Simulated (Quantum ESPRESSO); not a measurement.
Computed results, one entry a study.

```
NaMnCl3: parallel and opposed starts
1.0
     3.29550    1.90266    6.20900
    -3.29550    1.90266    6.20900
     0.00000   -3.80532    6.20900
Na Mn Cl
2 2 6
Direct
  0.14490 0.14490 0.14490
  0.85510 0.85510 0.85510
  0.34070 0.34070 0.34070
  0.65930 0.65930 0.65930
  0.44900 0.71690 0.06720
  0.06720 0.44900 0.71690
  0.71690 0.06720 0.44900
  0.55100 0.28310 0.93280
  0.93280 0.55100 0.28310
  0.28310 0.93280 0.55100
# method: LDA with U = 4 eV on Mn d (ortho-atomic projectors); plane waves with GBRV 1.5 LDA potentials, no spin-orbit coupling (and 1 further level or step)
# program: Quantum ESPRESSO 7.5
# settings of one run: GBRV 1.5 LDA, cutoff 544.23 eV, 4×4×4 k-mesh, 64 bands, fermi-dirac occupations, smearing width 0.05 eV, collinear spin, SCF threshold 2.00e-8, Hubbard form dudarev, Hubbard projectors ortho-atomic, mesh matched on, starting moments 0 0 4.5 4.5 0 0 0 0 0 0 μB
# cost: 2 runs, 2.8 min in all on 4 MPI ranks of Arm Neoverse V2, shared host (the runs of this entry)
# notes: The run is spin-polarised, with a total moment of 10.00 μB a cell (absolute 10.00).
# lowest state found: ferromagnetic (from ferro ++)
# largest site moment: 4.45 μB
# next state with moments: antiferromagnetic, 2.15 meV a seeded atom higher
```

[Logs and program files are shortened in this print: banners, set-up blocks, solver, clock and traceback lines can be left out without a mark of their own.]

[Logs are printed without paths, hosts, clocks, repeated set-up lines and the standing remarks that a program may print on its own settings, such as how far it seeks lower states.]

[Hosts, paths, dates, database ids (printed as entryN), source tags and the programs' standing remarks are cut or masked in the printed files.]

[Where a cell is said to come from a database of computed structures, the database is the Materials Project.]
